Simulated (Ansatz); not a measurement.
**In2Se (model cell, started as cuprite): phonons and vibrational spectra**

Aim: the phonons of In2Se (model cell, started as cuprite) at a cell relaxed beforehand at this level. After the zone centre comes a 2×2×2 q mesh on a 6×6×6 k mesh.

Main program and level: Ansatz 0.2.0; DFT PBEsol, scalar-relativistic, plane waves, PAW.

The structure was built from a prototype and need not be the compound's stable phase.

## 1. Set-up

It takes space group Pn-3m (No. 224, cubic). Conventional cell: a = 6.628 Å, b = 6.628 Å, c = 6.628 Å, α = 90.00°, β = 90.00°, γ = 90.00°. Nearest to Se lie 4 In at 2.87 Å. In has 2 Se at 2.87 Å nearest. Farther neighbours and most contacts between anions are not listed.

## 2. Zone-centre response

The cell comes from relaxations at this level that are not shown. The zone centre comes first: it holds the modes that light can see, as far as symmetry allows. No field response is asked, since the mesh shows no gap.

The input, input.yaml:

```yaml
crystal:
  lattice:
    - [6.6284302234, 0.0, 0.0]
    - [0.0, 6.6284302234, 0.0]
    - [0.0, 0.0, 6.6284302234]
  atoms:
    - { symbol: Se, position: [0.0, 0.0, 0.0] }
    - { symbol: Se, position: [0.5, 0.5, 0.5] }
    - { symbol: In, position: [0.25, 0.25, 0.25] }
    - { symbol: In, position: [0.75, 0.75, 0.25] }
    - { symbol: In, position: [0.75, 0.25, 0.75] }
    - { symbol: In, position: [0.25, 0.75, 0.75] }
kpoints:
  mp_grid: { grid: [6, 6, 6] }
hamiltonian:
  xc: pbesol
scf:
  occupations: { method: methfessel_paxton, width: 0.2 }
output:
  eigenvalues: true
phonons:
  method: dfpt
```

Command:

```sh
$ ansatz run input.yaml --threads 8 --pin off --max-ram 14336MiB --backend cpu --events-out ev --progress --plain --runs-dir out
```

Numbers of over 12 decimals in the logs are rounded to 6 here.

The program printed:

```text
Engine: ansatz 0.2.0, aarch64-unknown-linux-gnu
Pseudopotentials: kind: paw
Pseudopotential: Se, paw, valence charge 16, recommended cutoff 420 eV (normal), Se.paw.azcp
Pseudopotential: In, paw, valence charge 13, recommended cutoff 420 eV (normal), In.paw.azcp
Functional definition: PBEsol
  exchange = pbesol_x
  correlation = pbesol_c
Crystal: 6 atoms, lattice volume = 291.227 Å³
Basis set: ecut = 420 eV, 5695 PW (Γ), exchange–correlation on 96×96×96 points (8 copies of the dense FFT grid, shifted against one another)
Bands: 51, of which v1, the nominal top of the filled ones, is band 42 counted from 1 (41 counted from 0)
Symmetry: 48 space group operations
k-points: 68 of 216 (irreducible under 2 space group operations, time reversal used)
Non-local potential: Se, projectors of the file, l = 0: 2, l = 1: 2, l = 2: 3, l = 3: 1
Non-local potential: In, projectors of the file, l = 0: 2, l = 1: 2, l = 2: 2, l = 3: 2
PAW form: soft (Blöchl's): semilocal exchange-correlation on the pseudo side does not see the compensation charge
PAW frozen core: Se, regenerated for the run's functional, and the local potential with it (the file was generated under x = pbe(κ = 0.804, μ = 0.219515), c = pbe(β = 0.066725))
PAW frozen core: In, regenerated for the run's functional, and the local potential with it (the file was generated under x = pbe(κ = 0.804, μ = 0.219515), c = pbe(β = 0.066725))
PAW one-centre angular grid: Se, 590 points (default); XC on 64 Gauss nodes
PAW one-centre angular grid: In, 590 points (default); XC on 64 Gauss nodes
Initial density: superposition of atomic densities (neutral atoms: chi_scale 0, normalization atom), corrected by the library's trained network
Initial wavefunctions: pseudopotential atomic-orbital guess
Functional: x = pbesol(κ = 0.804, μ = 0.123457), c = pbesol(β = 0.046)
SCF iter   1: F=—  HF=-32947.147714 eV  |F-HF|=—  |Δ(HF+E_count)|=         —  Δρ=5.10e-3  dr2=2.18e-1  ethr=1.77e-3  ⟨swp⟩=7.1  Hψ=12612  notcnv=0
preconditioner: auto → LDOS  [metal: Δε(μ)=0.033 eV  Ē_g=12.756 eV  σ=0.200 eV  W_gap=0.14  n_scr=56 (ndim 8)  ℏωp=17.4 eV  f_vac=0.169  D(μ)=4.60/eV (n_scr^D=26)  β→1.0]
SCF iter   2: F=—  HF=-32947.123323 eV  |F-HF|=—  |Δ(HF+E_count)|=   2.44e-2  S|Δr|=    0.00e0  Δρ=1.40e-3  dr2=1.23e-2  ethr=2.59e-4  ⟨swp⟩=2.0  Hψ=4233  notcnv=0
SCF iter   3: F=—  HF=-32947.124426 eV  |F-HF|=—  |Δ(HF+E_count)|=   1.10e-3  S|Δr|=    0.00e0  Δρ=8.73e-4  dr2=1.80e-3  ethr=1.46e-5  ⟨swp⟩=2.0  Hψ=5490  notcnv=0
SCF iter   4: F=—  HF=-32947.123829 eV  |F-HF|=—  |Δ(HF+E_count)|=   5.97e-4  S|Δr|=    0.00e0  Δρ=2.53e-4  dr2=1.51e-4  ethr=2.15e-6  ⟨swp⟩=2.0  Hψ=5493  notcnv=0
SCF iter   5: F=—  HF=-32947.123807 eV  |F-HF|=—  |Δ(HF+E_count)|=   2.18e-5  S|Δr|=    0.00e0  Δρ=3.03e-5  dr2=3.82e-6  ethr=1.80e-7  ⟨swp⟩=2.0  Hψ=5483  notcnv=0
SCF iter   6: F=—  HF=-32947.123776 eV  |F-HF|=—  |Δ(HF+E_count)|=   3.10e-5  S|Δr|=    0.00e0  Δρ=1.05e-5  dr2=6.23e-7  ethr=4.55e-9  ⟨swp⟩=2.0  Hψ=6242  notcnv=0
SCF iter   7: F=—  HF=-32947.123776 eV  |F-HF|=—  |Δ(HF+E_count)|=   5.90e-7  S|Δr|=    0.00e0  Δρ=1.38e-6  dr2=3.38e-9  ethr=7.41e-10  ⟨swp⟩=2.0  Hψ=6171  notcnv=0
SCF iter   8: F=—  HF=-32947.123776 eV  |F-HF|=—  |Δ(HF+E_count)|=   4.13e-9  S|Δr|=    0.00e0  Δρ=4.70e-7  dr2=5.91e-10  ethr=4.03e-12  ⟨swp⟩=2.0  Hψ=6242  notcnv=0
SCF iter   9: F=—  HF=-32947.123776 eV  |F-HF|=—  |Δ(HF+E_count)|=  5.09e-10  S|Δr|=    0.00e0  Δρ=6.57e-8  dr2=1.56e-11  ethr=1.00e-12  ⟨swp⟩=2.0  Hψ=6173  notcnv=0
SCF iter  10: F=-32947.123776 eV  HF=-32947.123776 eV  |F-HF|=7.28e-12  |Δ(HF+E_count)|=  1.46e-11  S|Δr|=    0.00e0  Δρ=9.39e-9  dr2=2.88e-13  ethr=1.00e-12  ⟨swp⟩=11.7  Hψ=15479  notcnv=0
SCF 1 converged in 10 iterations: F = -32947.123776 eV  dr2 = 2.88e-13
  greatest PAW one-centre occupation: 1.000 electrons in one spin orbital (limit 2), on the Se atom at site 1 (counted from 0), in its partial waves of l = 2
DFPT response loops at Γ: preconditioner auto → none (partly filled bands, converged f_vac=0.230); β = 0.50; Broyden in place of MSR1
SCF converged after 10 iterations
Stability not checked: this state was not tested for a lower state beside it, because cold or Methfessel-Paxton smearing, or corrected tetrahedra, fill the levels in a way that the test cannot read (fill_not_monotonic; see scf.lower_state_search)
Free energy (F): -32947.123776 eV
Harris-Foulkes:  -32947.123776 eV  (|F-HF|=7.28e-12)
Internal energy: -32947.140452 eV  (E = F + TS)
E sigma→0 (E₀):  -32947.127945 eV
Entropy (-TS):   0.016676 eV (2.779 meV/atom)
Fermi energy:    3.251288 eV
--- Per-component energies (eV) ---
  E_band       = -1351.180651
  E_kinetic    = 1192.188490
  E_local      = -12907.831913  (includes V_loc(G=0)·N_el)
  E_nonlocal   = 283.532246
  E_hartree    = 5707.136237
  E_xc         = -1058.540898
  E_vxc        = -590.696929  (∫ρ·V_xc dr)
  E_paw        = -20051.406129  (= ΣΔE_a)
  E_vpaw       = -742.643918  (= ΣTr[D̂ρ^β])
  E_aug_tail   = -0.001075  (compensation charges beyond the density's cutoff)
  E_ewald      = -6115.177921
  E_core_change = 2.960511  (= ΣΔE_core)
  E_smearing   = 0.016676  (= −TS)
  E_closure    = 0.000000  (closes the sum)
  Σ components = -32947.123776   (vs F -32947.123776, Δ=0.00e0)
--- Band table (eV; the first three rows and the last of 68) ---
  k-point 0: bands = [... 38 lower, 0.4272, 2.9530, 2.9530, 3.3989, 3.3989, 3.3989, 5.3333, 5.3333, ... 5 higher]
  k-point 1: bands = [... 38 lower, 0.7138, 3.0468, 3.1305, 3.2329, 3.3015, 3.3015, 4.9948, 5.3773, ... 5 higher]
  k-point 2: bands = [... 38 lower, 1.3276, 2.7072, 3.1463, 3.1463, 3.3247, 3.6904, 4.3638, 5.2947, ... 5 higher]
  k-point 67: bands = [... 38 lower, 0.3429, 3.2853, 3.2853, 3.2853, 3.7690, 3.7690, 3.7690, 5.7305, ... 5 higher]
--- Phonons (Γ-DFPT): 2 representative perturbations + reference, on 68 of 216 k-points (Σ response iterations 7) ---
  k mesh reduced under 2 symmetry operations, with k and −k counted as one. Each operation leaves every solved perturbation unchanged. A smaller set is not used because it would not reduce the number of displacements times k-points to solve
  ASR residual: 2.673e-5 → 0.000e0 eV/Å²; symmetrization residual: 3.321e-5 eV/Å²
  ASR residual per site (eV/Å²): 2.67e-5 2.67e-5 1.13e-5 1.13e-5 1.13e-5 1.13e-5
  Γ frequencies (cm⁻¹): -116.34 -116.34 -116.34 -101.77 -101.77 -101.77 -73.98 -73.98 -73.98 -60.23 -60.23 0.00 0.00 0.00 37.13 37.13 37.13 118.95
  non-analytic LO–TO correction: not included (Born effective charges unavailable; polar crystals: no LO–TO splitting at Γ)
```

The job ended after 43 s (8 threads of Arm Neoverse V2, shared host; peak memory 3.7 GiB; 5.4 min of CPU time).

The column dr2 measures how far the density is from self-consistency, as an energy; F and HF (Harris–Foulkes) agree once it is small.

Numbers from this step:

```
volume per atom                                         : 48.54 Å³
gap on the k-mesh                                       : 0 eV
sum-rule residual before enforcement                    : 2.67e-5 eV/Å²
point group                                             : m-3m
highest optical mode at the zone centre (no LO-TO term) : 119.0 cm⁻¹
lowest optical zone-centre mode                         : -116.3 cm⁻¹
```

Patterns of degenerate modes are one choice out of their space. Modes at Γ, with each element's share of the kinetic energy (negative means imaginary):

```csv
mode,frequency (cm⁻¹),symmetry,Se %,In %
1,-116.3,T1u,74,26
2,-116.3,T1u,74,26
3,-116.3,T1u,74,26
4,-101.8,T2g,100,0
5,-101.8,T2g,100,0
6,-101.8,T2g,100,0
7,-74.0,T2u,0,100
8,-74.0,T2u,0,100
9,-74.0,T2u,0,100
10,-60.2,Eu,0,100
11,-60.2,Eu,0,100
12,0.0,acoustic,26,74
13,0.0,acoustic,26,74
14,0.0,acoustic,26,74
15,37.1,T1u,1,99
16,37.1,T1u,1,99
17,37.1,T1u,1,99
18,119.0,A2u,0,100
```

Displacements in mode 1 (-116.3 cm⁻¹), the largest set to 1:
```
Se1  0.00  0.34  1.00
Se2  0.00  0.34  1.00
In3  0.06 -0.07 -0.33
In4 -0.03 -0.16 -0.36
In5  0.03 -0.16 -0.36
In6 -0.06 -0.07 -0.33
```

Displacements in mode 6 (-101.8 cm⁻¹), the largest set to 1:
```
Se1  0.36 -0.16 -1.00
Se2 -0.36  0.16  1.00
In3  0.00  0.00  0.00
In4  0.00  0.00  0.00
In5  0.00  0.00  0.00
In6  0.00  0.00  0.00
```

Before it was imposed, the acoustic sum rule was missed by 2.7e-5 eV/Å². Small misses are needed for a sound result but don't prove that mesh and cutoff are converged. The lowest optical mode is imaginary, 116.3i cm⁻¹, so the energy falls along it.

## 3. Phonons on a q mesh

Stability and thermal properties need the whole zone. Linear response on a 2×2×2 q mesh gives force constants as far as a supercell of that size would.

input.yaml: that of step 2 with these lines changed.

```diff
@@ -22 +22,8 @@
   method: dfpt
+  qmesh: [2, 2, 2]
+  temperatures: { t_max: 1000, t_step: 50 }
+  qpath:
+    path:
+      - [[0.0, 0.0, 0.0], [0.0, 0.5, 0.0], [0.5, 0.5, 0.0], [0.0, 0.0, 0.0], [0.5, 0.5, 0.5], [0.0, 0.5, 0.0]]
+      - [[0.5, 0.5, 0.5], [0.5, 0.5, 0.0]]
+    npoints: 10
```

The program printed:

```text
Warning: phonons: the dynamical matrix that this run interpolates holds no multipole term above the dipole-dipole one, and a site of this crystal is no centre of inversion, so its interpolated transverse optical and acoustic branches and sound speeds can stay off near Gamma, and the density of states and the thermodynamics with them. What a run solves at a wave vector of phonons.qpoints, Gamma apart, where the deck admits one, is free of this, and under fd what a larger phonons.supercell samples
[...]
Crystal: 6 atoms, lattice volume = 291.227 Å³
Basis set: ecut = 420 eV, 5695 PW (Γ), exchange–correlation on 96×96×96 points (8 copies of the dense FFT grid, shifted against one another)
Bands: 51, of which v1, the nominal top of the filled ones, is band 42 counted from 1 (41 counted from 0)
[... 1 set-up line as in the run before ...]
k-points: 20 of 216
[...]
SCF iter   1: F=—  HF=-32947.148115 eV  |F-HF|=—  |Δ(HF+E_count)|=         —  Δρ=5.09e-3  dr2=2.18e-1  ethr=1.77e-3  ⟨swp⟩=7.0  Hψ=3662  notcnv=0
[...]
SCF iter  10: F=-32947.123776 eV  HF=-32947.123776 eV  |F-HF|=1.46e-11  |Δ(HF+E_count)|=    0.00e0  S|Δr|=    0.00e0  Δρ=1.02e-8  dr2=3.81e-13  ethr=1.00e-12  ⟨swp⟩=11.8  Hψ=4573  notcnv=0
SCF 1 converged in 10 iterations: F = -32947.123776 eV  dr2 = 3.81e-13
[...]
iter 1 solved again at ethr=2.62e-7 eV; its pass at ethr=3.10e-3 eV (dr2=2.20e-4 eV) is discarded
SCF iter   1: F=—  HF=-32947.123808 eV  |F-HF|=—  |Δ(HF+E_count)|=         —  Δρ=1.10e-6  dr2=1.50e-9  ethr=2.62e-7  ⟨swp⟩=3.2  Hψ=5871  notcnv=0
eigensolver tolerance schedule: the retry pair's looser diagonalisation over-reported the residual by 146857.79 of it (diagonalisation noise at an unbounded share of the residual, at the tolerance the schedule requests for it); recorded, not acted on — ethr = c·dr2/N_el stays at c = 1.0e-1
[...]
SCF iter   2: F=—  HF=-32947.123776 eV  |F-HF|=—  |Δ(HF+E_count)|=   3.24e-5  S|Δr|=    0.00e0  Δρ=1.62e-6  dr2=3.57e-9  ethr=1.78e-12  ⟨swp⟩=4.0  Hψ=2837  notcnv=0
[...]
SCF iter   8: F=-32947.123776 eV  HF=-32947.123776 eV  |F-HF|=7.28e-12  |Δ(HF+E_count)|=  2.91e-11  S|Δr|=    0.00e0  Δρ=8.08e-8  dr2=8.05e-12  ethr=1.00e-12  ⟨swp⟩=1.1  Hψ=2143  notcnv=0
SCF 2 converged in 8 iterations: F = -32947.123776 eV  dr2 = 8.05e-12
phonons: the bands overlap, so this run is a metal and interpolates without the dipole-dipole term. If the crystal is really an insulator or semiconductor, its LO-TO splitting is missing
NSCF: frozen V_eff on 20 k-points
[...]
DFPT response loops at q = (0, 0, 0) (fractional): preconditioner auto → none (partly filled bands, converged f_vac=0.230); β = 0.50; Broyden in place of MSR1
[...]
SCF converged after 10 iterations
[...]
Free energy (F): -32947.123776 eV
[...]
Internal energy: -32947.140452 eV  (E = F + TS)
E sigma→0 (E₀):  -32947.127945 eV
Entropy (-TS):   0.016676 eV (2.779 meV/atom)
Fermi energy:    3.251288 eV
[...]
--- Band table (eV; the first three rows and the last of 20) ---
  k-point 0: bands = [... 38 lower, 0.4272, 2.9530, 2.9530, 3.3989, 3.3989, 3.3989, 5.3333, 5.3333, ... 5 higher]
  k-point 1: bands = [... 38 lower, 0.7138, 3.0468, 3.1305, 3.2329, 3.3015, 3.3015, 4.9948, 5.3773, ... 5 higher]
  k-point 2: bands = [... 38 lower, 1.3276, 2.7072, 3.1463, 3.1463, 3.3247, 3.6904, 4.3638, 5.2947, ... 5 higher]
  k-point 19: bands = [... 38 lower, 0.3429, 3.2853, 3.2853, 3.2853, 3.7690, 3.7690, 3.7690, 5.7305, ... 5 higher]
--- Phonons (Γ-DFPT): 2 representative perturbations + reference (Σ response iterations 6) ---
  ASR residual: 6.713e-5 → 0.000e0 eV/Å²; symmetrization residual: 1.974e-5 eV/Å²
  ASR residual per site (eV/Å²): 6.71e-5 6.71e-5 2.19e-5 2.19e-5 2.19e-5 2.19e-5
[...]
--- Phonons (arbitrary-q DFPT): 4 irreducible q on the 2×2×2 mesh ---
  q = [0.0000, 0.0000, 0.0000] (star 1, of the zone-centre solve; hermiticity 1.34e-5, symmetrization 2.47e-11): -116.34 -116.34 -116.34 -101.77 -101.77 -101.77 -73.98 -73.98 -73.98 -60.23 -60.23 -0.00 0.00 0.00 37.13 37.13 37.13 118.95
  q = [0.0000, 0.0000, -0.5000] (star 3, 4 solved perturbations in 284 linear systems a pass and spin channel, the states on 112 of 216 k-point pairs; hermiticity 2.28e-5, symmetrization 1.94e-11): -98.33 -98.33 -83.88 -83.88 -74.23 -74.23 -64.81 -64.81 -40.33 -40.33 -16.47 -16.47 29.33 29.33 38.38 38.38 81.28 81.28
[...]
sum rule: each row above includes the acoustic sum rule's correction from the zone centre's row sums; it moved no ω² by more than (0.48 cm⁻¹)²
  mesh force constants: q→R imaginary residual 2.74e-17; ASR residual 6.713e-5 → 0.000e0 eV/Å²; symmetrization residual 6.661e-16 eV/Å²
  interpolated dispersion: 62 rows × 18 modes
  density of states and harmonic sums: on the 10×10×10 q-mesh, interpolated from the force constants of a 2×2×2 supercell (no non-analytic term)
  largest difference from the sums on the solved wave vectors: F 2.26e-1 eV, S 2.81e-4 and C_V 5.54e-5 eV/K
  zero-point energy: 0.016775 eV/cell   skipped modes (ω ≤ 0): 711, of them read as no rigid motion or as one in doubt: 708 (1.261e1 modes/cell left out, lowest -116.34 cm⁻¹)   left out of the sums: 7.01e-1 of the cell's modes: C_V's classical limit lies that fraction below 3 k_B per atom; for a crystal, a wire or a layer, F and S can be off by more, and a phonons.interpolated_qmesh denser along its periods is the remedy for the sampling
```

Elapsed: 3.1 min, on 8 threads; peak memory 4.3 GiB.

This step gave:

```
sum-rule residual before enforcement                    : 6.71e-5 eV/Å²
lowest frequency on the path                            : -116.5 cm⁻¹
highest frequency on the path or at a solved wavevector : 124.2 cm⁻¹
lowest mode on the q mesh (acoustic modes at Γ apart)   : -116.3 cm⁻¹
```

Frequencies (cm⁻¹) solved at each irreducible wavevector; negative means imaginary. Frequencies by wavevector, by row:

```csv
q in reciprocal lattice units,star,mode 1,mode 2,mode 3,mode 4,mode 16,mode 17,mode 18
0 0 0,1,-116.3,-116.3,-116.3,-101.8,37.1,37.1,119
0 0 -0.5,3,-98.3,-98.3,-83.9,-83.9,38.4,81.3,81.3
0 -0.5 -0.5,3,-105.4,-105.4,-90.4,-90.4,37.9,84.8,84.8
-0.5 -0.5 -0.5,1,-104.7,-104.7,-104.7,-82.5,42.7,42.7,124.2
```

Interpolated from a 2×2×2 q mesh. Phonon branches along the path, in cm⁻¹:

```csv
point,branch 1,branch 2,branch 3,branch 4,branch 15,branch 16,branch 17,branch 18
Γ,-116,-116,-116,-102,37,37,37,119
halfway,-108,-108,-104,-90,37,37,50,108
X,-98,-98,-84,-84,38,38,81,81
halfway,-102,-102,-91,-91,38,38,83,83
M,-105,-105,-90,-90,38,38,85,85
halfway,-109,-104,-94,-88,35,38,62,101
Γ,-116,-116,-116,-102,37,37,37,119
halfway,-111,-92,-92,-90,37,37,63,103
R,-105,-105,-105,-82,43,43,43,124
halfway,-106,-103,-92,-89,38,40,63,104
X,-98,-98,-84,-84,38,38,81,81
jump to R,-105,-105,-105,-82,43,43,43,124
halfway,-105,-105,-100,-84,41,41,53,113
M,-105,-105,-90,-90,38,38,85,85
```

Tetrahedra on a 10×10×10 mesh, mean over bins of 2 cm-1. Interpolated from a 2×2×2 q mesh. The phonon density of states by wavenumber; read off at these points:

wavenumber (cm⁻¹), phonon density of states (1/cm⁻¹/cell) and a bar:
```
   -117.0      0.000 
   -111.0      0.049 ###
   -105.0      0.198 ############
   -103.0      0.153 ##########
    -97.0      0.081 #####
    -93.0      0.215 #############
    -91.0      0.082 #####
    -89.0      0.211 #############
    -85.0      0.101 ######
    -77.0      0.109 #######
    -71.0      0.097 ######
    -65.0      0.201 #############
    -59.0      0.170 ###########
    -51.0      0.140 #########
    -45.0      0.084 #####
    -39.0      0.191 ############
    -31.0      0.070 ####
    -25.0      0.073 #####
    -19.0      0.057 ####
    -13.0      0.031 ##
     -5.0      0.019 #
      1.0      0.018 #
      7.0      0.019 #
     13.0      0.029 ##
     21.0      0.061 ####
     27.0      0.102 ######
     33.0      0.000 
     37.0      0.479 ##############################
     39.0      0.401 #########################
     47.0      0.011 #
     53.0      0.017 #
     59.0      0.027 ##
     67.0      0.042 ###
     73.0      0.035 ##
     79.0      0.015 #
     85.0      0.008 #
     93.0      0.037 ##
     99.0      0.046 ###
    105.0      0.035 ##
    111.0      0.020 #
    119.0      0.005 
    125.0      0.000
```

The partial phonon density of states has structure finer than the step of the table below, so its rows give means over 5 cm⁻¹, whole bins alone (the curve runs from -126 to 136 cm⁻¹). Peaks (cm⁻¹: height): In -61.9: 0.165, 37.1: 0.307, 98.2: 0.0558; Se -104.9: 0.105, -93.3: 0.125, -66.9: 0.0429, -45.4: 0.0441, -27.3: 0.0653, 27.2: 0.029.

Phonopy on the run's constants, 9x9x9 mesh, Gaussian sigma 2.0 cm-1. Interpolated from a 2×2×2 q mesh. The partial phonon density of states by wavenumber; means over each step; values in 1/cm⁻¹/cell:

```csv
wavenumber (cm⁻¹),In,Se
-120,4.8e-4,0.00134
-115,0.00614,0.0154
-110,0.0294,0.0573
-105,0.0596,0.100
-100,0.0538,0.0956
-95,0.0540,0.107
-90,0.0532,0.104
-85,0.0413,0.0782
-80,0.0430,0.0613
-75,0.0505,0.0410
-70,0.0775,0.0331
-65,0.134,0.0411
-60,0.156,0.0335
-55,0.130,0.0287
-50,0.0913,0.0334
-45,0.0742,0.0403
-40,0.0749,0.0331
-35,0.0788,0.0302
-30,0.0697,0.0514
-25,0.0596,0.0477
-20,0.0397,0.0249
-15,0.0269,0.0158
-10,0.0145,0.00773
-5,0.00683,0.00348
0,0.00706,0.00308
5,0.00683,0.00353
10,0.0185,0.0101
15,0.0278,0.0145
20,0.0372,0.0190
25,0.0527,0.0262
30,0.0443,0.0185
35,0.162,0.00452
40,0.212,0.00524
45,0.0275,5.9e-4
50,0.0161,1.5e-4
55,0.0176,2.3e-4
60,0.0325,6.0e-4
65,0.0378,7.9e-4
70,0.0357,9.7e-4
75,0.0283,8.5e-4
80,0.0112,3.5e-4
85,0.0155,4.7e-4
90,0.0238,6.8e-4
95,0.0352,9.5e-4
100,0.0462,0.00105
105,0.0330,5.8e-4
110,0.0238,2.7e-4
115,0.0137,9.5e-5
120,0.00653,2.9e-5
125,0.00128,2.7e-6
130,3.1e-5,0
```

Symmetry leaves 4 wavevectors to solve. The lowest mode among them, the acoustic zeros apart, lies at Γ and is imaginary, 116.3i cm⁻¹, so the energy falls along it.

## 4. What came out

| Item | Value |
| --- | --- |
| space group (within 0.01 Å) | Pn-3m |
| volume per atom | 48.5 Å³ |
| electronic character | no gap on this mesh |
| highest optical mode at the zone centre (no LO-TO term) | 119 cm⁻¹ |
| lowest optical zone-centre mode | -116 cm⁻¹ |
| lowest mode on the q mesh (acoustic modes at Γ apart) | -116 cm⁻¹ |
| highest frequency on the path or at a solved wavevector | 124 cm⁻¹ |
| imaginary modes on the 2×2×2 q mesh | yes |

**Reading.** Modes are clearly imaginary (beyond 10i cm⁻¹) at 4 of the 4 irreducible wavevectors, most at Γ (116.3i cm⁻¹), so this structure is not a minimum of the energy. The optical modes at Γ span -116 to 119 cm⁻¹ (negative means imaginary). The highest mode in this list at Γ, 119.0 cm⁻¹, is mostly motion of In (100 % of the kinetic energy). With no gap, or one that is small against the smearing, the frequencies hang on the k mesh and the smearing, most of all near Kohn anomalies. The starting cell was built on a prototype and not taken from a measurement, so the phase need not exist. These are harmonic frequencies at zero temperature: anharmonic shifts, linewidths and thermal expansion are left out.

[Logs are printed without paths, hosts, clocks, repeated set-up lines and the standing remarks that a program may print on its own settings, such as how far it seeks lower states.]

[Hosts, paths, dates, database ids (printed as entryN), source tags and the programs' standing remarks are cut or masked in the printed files.]
